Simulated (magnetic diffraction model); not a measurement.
**Which magnetic order? Yb₃Mn₃Fe₂Rh**

Space group P-62m (no. 189), a = 6.9170 Å, c = 3.6970 Å.

```
site  atom       x       y    z
  3g    Yb  0.4105  0.4105  1/2
  1b    Rh       0       0  1/2
  2c    Fe     1/3     2/3    0
  3f    Mn  0.7563  0.7563    0
```

The compound is invented for this exercise: a known structure type with other elements, its cell scaled to their sizes and not relaxed.

Only Yb and Fe are taken to order (form factors of Yb3+ and Fe2+); orders and moment sizes are assumed, and not adapted to the symmetry. Radiation: neutrons of λ = 1.594 Å, 5° to 65°; isotropic B of 0.45 Å² (Yb), 0.69 Å² (Rh), 0.89 Å² (Fe) and 0.7 Å² (Mn). Simulated constant-wavelength pattern: nuclear and magnetic terms add, the magnetic one as |2.695 fm × Σ f S⊥ exp(2πi Q·r) exp(−B s²)|², summed over all Q at one angle with the factor 1/(sin²θ cos θ). For collinear order S is the moment m, which repeats by lattice and centring translations R with the sign exp(−2πi k·R). Free-ion form factors, Sears's scattering lengths of 1992, no absorption; a label names one of the reflections at its angle. The strongest nuclear line in the range is 100, and lines under 0.2 are left out.

Above the ordering temperature:

```tsv
2θ (°)	index	I
15.29	(1 0 0)	55.2
24.90	(0 0 1)	34.0
26.65	(1 1 0)	81.3
29.35	(1 0 1)	13.2
30.86	(2 0 0)	29.0
36.79	(1 1 1)	100.0
40.05	(2 0 1)	77.5
41.22	(2 1 0)	5.9
47.05	(3 0 0)	32.4
48.76	(2 1 1)	59.2
51.08	(0 0 2)	17.6
53.64	(1 0 2)	9.7
53.95	(3 0 1)	1.2
54.89	(2 2 0)	19.6
57.33	(3 1 0)	47.9
58.53	(1 1 2)	36.9
60.88	(2 0 2)	16.9
61.17	(2 2 1)	11.1
63.46	(3 1 1)	45.3
64.31	(4 0 0)	4.2
```

Below it (cell unchanged):

```csv
2θ (°),I
14.55,18.2
15.29,55.2
18.16,4.0
23.82,17.8
24.90,34.0
26.22,7.2
26.65,81.3
29.35,13.2
30.49,21.6
30.86,29.0
36.04,14.0
36.79,100.0
37.73,7.2
38.55,0.3
40.05,77.5
40.93,1.8
41.22,5.9
42.46,1.0
43.20,1.3
44.67,0.8
45.38,4.5
47.05,32.4
47.48,3.1
48.76,59.2
49.51,2.1
50.83,6.5
51.08,17.6
51.49,2.8
52.77,1.7
53.40,5.4
53.64,9.7
53.95,1.2
54.89,19.6
55.28,0.4
56.50,0.3
57.11,5.9
```
(The table stops after 36 lines; 11 more lie at higher angle.)

**Question.** Check that the new lines index with k = (0 1/2 1/2), then choose among these models:
A. collinear moments along [001], 3.3 μB on Yb and 1.92 μB on Fe; signs + at (0.4105, 0.4105, 1/2), + at (0.5895, 0, 1/2), + at (0, 0.5895, 1/2), − at (1/3, 2/3, 0), − at (2/3, 1/3, 0)
B. collinear moments along [101], 3.3 μB on Yb and 1.92 μB on Fe; signs + at (0.4105, 0.4105, 1/2), + at (0.5895, 0, 1/2), + at (0, 0.5895, 1/2), − at (1/3, 2/3, 0), − at (2/3, 1/3, 0)
C. collinear moments along [101], 3.3 μB on Yb and 1.92 μB on Fe; signs + at (0.4105, 0.4105, 1/2), − at (0.5895, 0, 1/2), + at (0, 0.5895, 1/2), + at (1/3, 2/3, 0), + at (2/3, 1/3, 0)
D. collinear moments along [001], 3.3 μB on Yb and 1.92 μB on Fe; signs + at (0.4105, 0.4105, 1/2), − at (0.5895, 0, 1/2), + at (0, 0.5895, 1/2), + at (1/3, 2/3, 0), + at (2/3, 1/3, 0)

The new lines index as (0 1/2 1/2) at 14.55°, (1 -1/2 1/2) at 18.16°, (1 1/2 1/2) at 23.82° and (0 3/2 1/2) at 26.22°, that is as H ± k with k = (0 1/2 1/2), one of 3 inequivalent arms of its star (k and −k counted as one), which a powder can't tell apart. Half indices mean that the moments reverse under translations with k·R a half-integer, and the magnetic cell has twice the primitive volume.

Magnetic intensity, observed (below minus above) and for each model:

| 2θ (°) | index | observed | A | B | C | D |
| --- | --- | --- | --- | --- | --- | --- |
| 14.55 | (0 1/2 1/2) | 18.2 | 18.2 | 55.5 | 55.5 | 18.2 |
| 23.82 | (1 1/2 1/2) | 17.8 | 17.8 | 20.7 | 13.3 | 17.8 |
| 30.49 | (2 -1/2 1/2) | 21.6 | 21.6 | 7.0 | 11.9 | 21.6 |
| 38.55 | (0 1/2 3/2) | 0.3 | 0.3 | 5.8 | 5.8 | 0.3 |
| 43.20 | (1 1/2 3/2) | 1.3 | 1.3 | 3.5 | 4.9 | 1.3 |
| 45.38 | (3 -5/2 1/2) | 4.5 | 4.5 | 1.4 | 2.1 | 4.5 |
| 47.48 | (2 -1/2 3/2) | 3.1 | 3.1 | 6.1 | 4.3 | 3.1 |
| 57.11 | (0 7/2 1/2) | 5.9 | 5.9 | 2.8 | 2.0 | 5.9 |

Models A and D match alike on every line, so these data can't choose among them (such ties are often domains of one structure).

The structure used: k = (0 1/2 1/2), collinear moments along [001], 3.3 μB on Yb and 1.92 μB on Fe; signs + at (0.4105, 0.4105, 1/2), − at (0.5895, 0, 1/2), + at (0, 0.5895, 1/2), + at (1/3, 2/3, 0), + at (2/3, 1/3, 0).

[Logs are printed without paths, hosts, clocks, repeated set-up lines and the standing remarks that a program may print on its own settings, such as how far it seeks lower states.]
